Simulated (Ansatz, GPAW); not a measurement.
# Geometry or basis: what sets the conductance of octane-1,8-dithiol between two Pt chains, part 2 of 4

Wanted: T(E) of octane-1,8-dithiol between two Pt chains at a relaxed geometry in two programs, beside the unrelaxed structure.

GPAW 26.7.0 and Ansatz 0.2.0; Ansatz plane waves; relaxation of the junction with the lead ends held; PAW set soft_1 (the session's first sound run).

So far. Step 2 (Relaxation): The relaxation lowered the energy of the cell by 2.71 eV.

**3. Plane-wave reference (PBE)**

A plane-wave run comes first: its basis does not favour the atoms, so it serves as the reference for the orbital bases.

This step: Ansatz plane waves; Landauer transmission by layers, zero bias; PAW set soft_1 (Ansatz 0.2.0).

Input file input.yaml:

```yaml
crystal:
  lattice:
    - [12.5800846122, 0.0, 0.0]
    - [0.0, 9.598779823, 0.0]
    - [0.0, 0.0, 49.3337706378]
  atoms:
    - { symbol: Pt, position: [0.5, 0.5, 0.0243241087] }
    - { symbol: Pt, position: [0.5, 0.5, 0.0729723261] }
    - { symbol: Pt, position: [0.5, 0.5, 0.1216205435] }
    - { symbol: Pt, position: [0.5, 0.5, 0.170268761] }
    - { symbol: Pt, position: [0.5, 0.5, 0.2189169784] }
    - { symbol: Pt, position: [0.5, 0.5, 0.2675651958] }
    - { symbol: Pt, position: [0.4190696049, 0.6254493648, 0.3035625923] }
    - { symbol: Pt, position: [0.5079757306, 0.6577883684, 0.3459731459] }
    - { symbol: S, position: [0.4592878027, 0.7091739725, 0.386363696] }
    - { symbol: H, position: [0.5407809767, 0.4972447357, 0.4041738739] }
    - { symbol: C, position: [0.4708848893, 0.5593210136, 0.40965644] }
    - { symbol: H, position: [0.3995535128, 0.4947040332, 0.4068794799] }
    - { symbol: H, position: [0.5481217859, 0.6841789232, 0.4403616289] }
    - { symbol: C, position: [0.4783727384, 0.6152946908, 0.4387279459] }
    - { symbol: H, position: [0.4083544633, 0.6806608723, 0.4430011144] }
    - { symbol: H, position: [0.5560103204, 0.4333757416, 0.4556557325] }
    - { symbol: C, position: [0.4865386498, 0.4995580807, 0.4601358954] }
    - { symbol: H, position: [0.4163429086, 0.4311243021, 0.4586820365] }
    - { symbol: H, position: [0.565792844, 0.6255046492, 0.4904029892] }
    - { symbol: C, position: [0.4957965805, 0.5565466317, 0.4891272491] }
    - { symbol: H, position: [0.4262738011, 0.6228806069, 0.49351976] }
    - { symbol: H, position: [0.5740695321, 0.3766547859, 0.506489731] }
    - { symbol: C, position: [0.5045260645, 0.4429646036, 0.5108760676] }
    - { symbol: H, position: [0.4345452732, 0.3739803774, 0.5095976743] }
    - { symbol: H, position: [0.5838801138, 0.5685438111, 0.5413127068] }
    - { symbol: C, position: [0.5137390826, 0.5000058542, 0.5398642005] }
    - { symbol: H, position: [0.4442151359, 0.5661065339, 0.5443379859] }
    - { symbol: H, position: [0.5920971925, 0.319098005, 0.5570298991] }
    - { symbol: C, position: [0.5220019559, 0.384360159, 0.5612893008] }
    - { symbol: H, position: [0.4523249557, 0.3153400866, 0.5596582233] }
    - { symbol: H, position: [0.600658044, 0.505227933, 0.5931235098] }
    - { symbol: C, position: [0.5293940685, 0.4404731101, 0.5903506261] }
    - { symbol: H, position: [0.4594342679, 0.5024848599, 0.5958164712] }
    - { symbol: S, position: [0.5411083224, 0.2907943669, 0.6136809711] }
    - { symbol: Pt, position: [0.4922511648, 0.3419228817, 0.6540745378] }
    - { symbol: Pt, position: [0.5812844104, 0.3747160729, 0.6964626624] }
    - { symbol: Pt, position: [0.5, 0.5, 0.7324348042] }
    - { symbol: Pt, position: [0.5, 0.5, 0.7810830216] }
    - { symbol: Pt, position: [0.5, 0.5, 0.829731239] }
    - { symbol: Pt, position: [0.5, 0.5, 0.8783794565] }
    - { symbol: Pt, position: [0.5, 0.5, 0.9270276739] }
    - { symbol: Pt, position: [0.5, 0.5, 0.9756758913] }
kpoints:
  mp_grid: { grid: [1, 1, 2] }
hamiltonian:
  xc: pbe
  pseudopotentials: { kind: paw, azcp: { folder: soft_1 } }
scf:
  occupations: { method: fermi_dirac, width: 0.1 }
output:
  transmission:
    leads: [[0, 1]]
    e_range: [-2, 2]
    de: 0.025
    kmesh: [1, 1]
    reduced_basis: true
  write_potential: true
  write_density: true
  volumetric_format: npy
```

Run with:

```console
> ansatz run input.yaml --threads 4 --pin off --max-ram 8192MiB --backend cpu --events-out ev --progress --plain --runs-dir out
```

Numbers of over 12 decimals in the logs are rounded to 6 here.

Log:

```text
[...]
Crystal: 42 atoms, lattice volume = 5957.224 Å³
Basis set: ecut = 420 eV, 116259 PW (Γ)
Bands: 216, of which v1, the nominal top of the filled ones, is band 174 counted from 1 (173 counted from 0)
Symmetry: 1 space group operations
[...]
k-points: 2
[...]
SCF iter   1: F=—  HF=-204444.161501 eV  |F-HF|=—  |Δ(HF+E_count)|=         —  Δρ=3.01e-2  dr2=6.34e1  ethr=3.10e-3  ⟨swp⟩=8.5  Hψ=1879  notcnv=0  defer=17
[...]
SCF iter  16: F=-204425.281340 eV  HF=-204425.281340 eV  |F-HF|=9.46e-8  |Δ(HF+E_count)|=   2.70e-7  Δρ=5.72e-7  dr2=4.06e-8  ethr=2.87e-11  ⟨swp⟩=19.0  Hψ=2116  notcnv=0
SCF 1 converged in 16 iterations: F = -204425.281340 eV  dr2 = 4.06e-8
[...]
transmission: 8 of 79 steps passed
transmission: 16 of 79 steps passed
[...]
transmission: 79 of 79 steps passed
WARN: The input density's exchange-correlation potential varies sharply where the density is thin. Do not read a vacuum level from v_tot or v_xc, or from such a field of the output density. On a cell that repeats whose density bears no net charge and no dipole along the vacuum's axis use v_es (v_loc + v_h of the components); under efield.dipole_correction with no amplitude use v_es + v_field, which holds any external [...]
SCF converged after 16 iterations
the last check of whether an eigenvalue changes by more than its tolerance under the output density was not made (no_room)
Free energy (F): -204425.281340 eV
[...]
Internal energy: -204424.239060 eV  (E = F + TS)
E sigma→0 (E₀):  -204424.760200 eV
Entropy (-TS):   -1.042280 eV (-24.816 meV/atom)
Fermi energy:    -4.234567 eV
[...]
--- Band table (eV) ---
  k-point 0: bands = [... 170 lower, -4.4027, -4.3850, -4.3693, -4.3489, -4.1725, -4.1424, -4.0636, -4.0118, ... 38 higher]
  k-point 1: bands = [... 170 lower, -4.4011, -4.3847, -4.3692, -4.3483, -4.1725, -4.1443, -4.0641, -4.0109, ... 38 higher]
--- Transmission ---
  basis      : 1055 plane waves across, 79 finite elements along
  points     : 1, standing for a mesh of 1 x 1
  filling    : by the input's occupations and mesh, since the crystals that have channels conduct as metals do. If one of these is a semiconductor, that mesh has misplaced its level
  energies   : 161 from -2.000000 to 2.000000 eV about the Fermi level, 0.025000 eV apart; the leads are filled to 0.000000 eV, and channels, transmission and decay are at 0.000000 eV
  crystal 0  : Pt1, at the sites [0, 1], period 2.4000 Å, over 28.80 Å; its Hamiltonian steps by up to 30.1 meV: too much for a lead, lay more layers or, if its atoms are ordered, name the step of that order
    offset         : up to 0.0000 Å between an atom of the period and one for which it stands
    filled         : 0.9 meV under the level at which it is neutral
    channels       : 4.000000e0 a spin
    conductance    : 2.5666e14 S/m² at 300 K; may be off by some 0.0 % by where its bands' edges are placed, 0.0 % from the distance to neutral
  junction   : crystal 0 to crystal 0, 0.70 to 47.63 Å
    transmission   : 1.700484e-4 a spin
    conductance    : 1.2285e10 S/m² at 300 K (1.2279e10 on every other energy)
    error estimate : 0.0 % from the energy spacing and 0.0 % from band edges of the leads and from resonances (wavevectors taken as independent; lower de), 22.8 % from the steps of its leads' Hamiltonians or their offsets (lay more layers), 0.2 % from the distance to neutral
    resistance     : 8.1396e1 Ω µm² beyond half of each lead's own
```

Wall time 3 h (4 threads of AMD EPYC 7R43, shared host); peak memory 6.8 GiB; 9.5 h of CPU time.

Numbers from this step:

```
free energy                                             : -204425.2813 eV
lead level                                              : 0 eV from the Fermi level
transmission at the Fermi level (one spin)              : 1.70e-4
open channels of the lead at the Fermi level (one spin) : 4
step of the potential along the lead                    : 30.1 meV
offset of the lead                                      : 0 Å
filling of the lead less its bulk value, in size        : 0.9 meV
conductance                                             : 1.91e-4 G₀
```

One spin. The transmission, zone mean by energy, zero at the Fermi level:

| energy (eV) | transmission, zone mean |
| --- | --- |
| -2.000 | 0.00114 |
| -1.900 | 0.00108 |
| -1.800 | 0.00153 |
| -1.700 | 0.0132 |
| -1.650 | 0.993 |
| -1.600 | 0.00568 |
| -1.500 | 0.00609 |
| -1.400 | 0.00240 |
| -1.300 | 0.00547 |
| -1.200 | 0.0264 |
| -1.100 | 0.00709 |
| -1.000 | 0.00214 |
| -0.900 | 0.00210 |
| -0.800 | 0.00211 |
| -0.700 | 0.00274 |
| -0.600 | 0.00198 |
| -0.500 | 0.00205 |
| -0.400 | 0.00151 |
| -0.300 | 5.1e-4 |
| -0.200 | 8.9e-4 |
| -0.100 | 3.1e-4 |
| 0.000 | 1.7e-4 |
| 0.100 | 2.3e-4 |
| 0.200 | 4.7e-4 |
| 0.300 | 9.1e-4 |
| 0.400 | 0.00100 |
| 0.500 | 5.9e-4 |
| 0.600 | 3.9e-4 |
| 0.700 | 3.0e-4 |
| 0.800 | 2.9e-4 |
| 0.900 | 6.7e-4 |
| 1.000 | 7.7e-4 |
| 1.100 | 6.7e-4 |
| 1.200 | 4.9e-4 |
| 1.300 | 3.4e-4 |
| 1.400 | 2.3e-4 |
| 1.500 | 1.6e-4 |
| 1.600 | 1.2e-4 |
| 1.700 | 9.1e-5 |
| 1.800 | 7.2e-5 |
| 1.900 | 6.0e-5 |
| 2.000 | 5.1e-5 |

One spin. The open channels, zone mean by energy, zero at the Fermi level:

energy (eV), open channels, zone mean and a bar from the least value:
```
   -2.000       3.00 ############
   -1.900       3.00 ############
   -1.800       3.00 ############
   -1.700       3.00 ############
   -1.600       4.00 ##################
   -1.500       4.00 ##################
   -1.400       6.00 ##############################
   -1.300       6.00 ##############################
   -1.200       6.00 ##############################
   -1.100       6.00 ##############################
   -1.000       6.00 ##############################
   -0.900       6.00 ##############################
   -0.800       6.00 ##############################
   -0.700       6.00 ##############################
   -0.600       6.00 ##############################
   -0.500       6.00 ##############################
   -0.400       4.00 ##################
   -0.300       4.00 ##################
   -0.200       4.00 ##################
   -0.100       4.00 ##################
    0.000       4.00 ##################
    0.100       4.00 ##################
    0.200       4.00 ##################
    0.300       3.00 ############
    0.400       3.00 ############
    0.500       3.00 ############
    0.600       3.00 ############
    0.700       3.00 ############
    0.800       1.00 
    0.900       1.00 
    1.000       1.00 
    1.100       1.00 
    1.200       1.00 
    1.300       1.00 
    1.400       1.00 
    1.500       1.00 
    1.600       1.00 
    1.700       1.00 
    1.800       1.00 
    1.900       1.00 
    2.000       1.00
```

Crystal 0, spin -, k parallel (0, 0); distinct values, listed up to 1.5 1/Å. The Im kz of the slowest decaying states by energy, zero at the Fermi level:

```csv
energy (eV),decay 1 (Å⁻¹),decay 2 (Å⁻¹),decay 3 (Å⁻¹),decay 4 (Å⁻¹)
-2.000,0.381,0.611,0.611,1.37
-1.800,0.267,0.500,0.500,1.35
-1.600,0.341,0.341,1.33,1.35
-1.400,1.31,1.33,1.38,1.46
-1.200,1.29,1.31,1.36,1.44
-1.000,1.27,1.29,1.34,1.42
-0.800,1.25,1.27,1.32,1.40
-0.600,1.23,1.25,1.30,1.38
-0.400,0.115,0.115,1.21,1.23
-0.200,0.354,1.19,1.21,1.26
0.000,0.472,0.472,1.17,1.19
0.200,0.556,0.556,1.15,1.17
0.400,0.144,0.622,1.13,1.15
0.600,0.244,0.675,0.675,1.10
0.800,0.0124,0.0227,0.310,0.720
1.000,0.114,0.115,0.361,0.759
1.200,0.155,0.156,0.403,0.792
1.400,0.182,0.183,0.439,0.822
1.600,0.201,0.202,0.470,0.848
1.800,0.215,0.215,0.497,0.871
2.000,0.223,0.223,0.520,0.893
```

Crystal 0, spin -, k parallel (0, 0). Table of Re kz of states that move upwards by energy, zero at the Fermi level:

```
energy (eV)  channel 1 (Å⁻¹)  channel 2 (Å⁻¹)  channel 3 (Å⁻¹)  channel 4 (Å⁻¹)  channel 5 (Å⁻¹)  channel 6 (Å⁻¹)
    -2.0000           -0.641           -0.641            0.726                -                -                -
    -1.7500           -0.592           -0.591            0.752                -                -                -
    -1.5000           -0.544           -0.543            0.207            0.779                -                -
    -1.2500           -0.497           -0.496            0.374            0.388            0.388            0.807
    -1.0000           -0.451           -0.450            0.487            0.618            0.618            0.839
    -0.7500           -0.406           -0.405            0.579            0.825            0.825            0.876
    -0.5000           -0.360           -0.359            0.654            0.923             1.09             1.09
    -0.2500           -0.313           -0.312            0.717            0.983                -                -
     0.0000           -0.264           -0.263            0.767             1.07                -                -
     0.2500           -0.211           -0.210            0.807             1.22                -                -
     0.5000           -0.150           -0.149            0.840                -                -                -
     0.7500          -0.0578          -0.0545            0.869                -                -                -
     1.0000            0.895                -                -                -                -                -
     1.2500            0.919                -                -                -                -                -
     1.5000            0.942                -                -                -                -                -
     1.7500            0.964                -                -                -                -                -
     2.0000            0.985                -                -                -                -                -
```

The electrostatic potential energy of an electron (with the applied field's), less the Fermi level, planar mean oscillates, so the rows of the table below give means over windows of 2 Å about each position, cut where the curve ends. Its first 14 maxima inside the range that stand out by 2 % of the span (Å: eV): 2.5: 5.83, 4.8: 5.82, 7.1: 5.77, 9.6: 5.72, 11.9: 5.61, 14.1: 4.90, 16.0: 5.08, 18.1: 4.97, 21.0: 4.59, 22.2: 3.96, 23.4: 4.48, 24.7: 3.95, 25.9: 4.48, 27.1: 3.96. Its first 14 minima: 1.2: 4.55, 3.6: 4.56, 6.0: 4.52, 8.4: 4.47, 10.8: 4.41, 13.3: 4.19, 14.9: 4.05, 17.1: 3.95, 20.0: 3.88, 21.8: 3.75, 22.6: 3.71, 24.3: 3.69, 25.1: 3.69, 26.7: 3.71.

Table of electrostatic potential energy of an electron (with the applied field's), less the Fermi level, planar mean by z; means over each step:

z (Å), electrostatic potential energy of an electron (with the applied field's), less the Fermi level, planar mean (eV) and a bar from the least value:
```
        0       5.32 ##############################
        2       5.26 #############################
        4       5.13 ##########################
        6       5.04 ########################
        8       5.06 ########################
       10       5.14 ##########################
       12       5.08 #########################
       14       4.43 ##########
       16       4.53 #############
       18       4.47 ###########
       20       4.17 #####
       22       3.96 
       24       4.04 ##
       26       4.04 ##
       28       4.15 ####
       30       4.19 #####
       32       4.42 ##########
       34       4.52 ############
       36       4.61 ##############
       38       4.99 #######################
       40       5.19 ###########################
       42       5.25 #############################
       44       5.19 ###########################
       46       5.10 #########################
       48       5.08 #########################
```

The valence density, planar mean oscillates, so the rows of the table below give means over windows of 2.33 Å about each position, cut where the curve ends. Its first 14 maxima inside the range that stand out by 2 % of the span (Å: e/Å³): 1.2: 0.132, 3.6: 0.132, 6.0: 0.132, 8.4: 0.132, 10.8: 0.133, 13.2: 0.132, 14.9: 0.132, 17.1: 0.132, 20.0: 0.0523, 21.8: 0.0515, 22.5: 0.0515, 24.4: 0.0507, 24.9: 0.0507, 26.9: 0.0514. Its first 14 minima: 2.5: 0.0153, 4.8: 0.0151, 7.3: 0.0153, 9.6: 0.0151, 12.1: 0.0156, 14.1: 0.0355, 16.0: 0.0215, 18.1: 0.0220, 21.0: 0.0227, 22.2: 0.0486, 23.4: 0.0232, 24.7: 0.0475, 25.9: 0.0232, 27.1: 0.0486.

Table of valence density, planar mean by z; means over each step:

| z (Å) | valence density, planar mean (e/Å³) |
| --- | --- |
| 1.17 | 0.0635 |
| 3.50 | 0.0635 |
| 5.83 | 0.0635 |
| 8.16 | 0.0634 |
| 10.48 | 0.0634 |
| 12.82 | 0.0649 |
| 15.14 | 0.0688 |
| 17.48 | 0.0664 |
| 19.80 | 0.0376 |
| 22.13 | 0.0409 |
| 24.46 | 0.0406 |
| 26.80 | 0.0404 |
| 29.12 | 0.0369 |
| 31.45 | 0.0610 |
| 33.79 | 0.0723 |
| 36.12 | 0.0692 |
| 38.45 | 0.0636 |
| 40.77 | 0.0635 |
| 43.10 | 0.0634 |
| 45.44 | 0.0634 |
| 47.77 | 0.0632 |

The largest of the program's own error estimates on the conductance is 23 %. T at the Fermi level is 1.7e-4; the potential still steps by 30.1 meV from one lead period to the next, more than the program accepts for a lead, so the cell is too short for a firm reference, and the program's own error estimates apply.

(Continued in part 3 of 4.)

[Logs are printed without paths, hosts, clocks, repeated set-up lines and the standing remarks that a program may print on its own settings, such as how far it seeks lower states.]

[Hosts, paths, dates, database ids (printed as entryN), source tags and the programs' standing remarks are cut or masked in the printed files.]
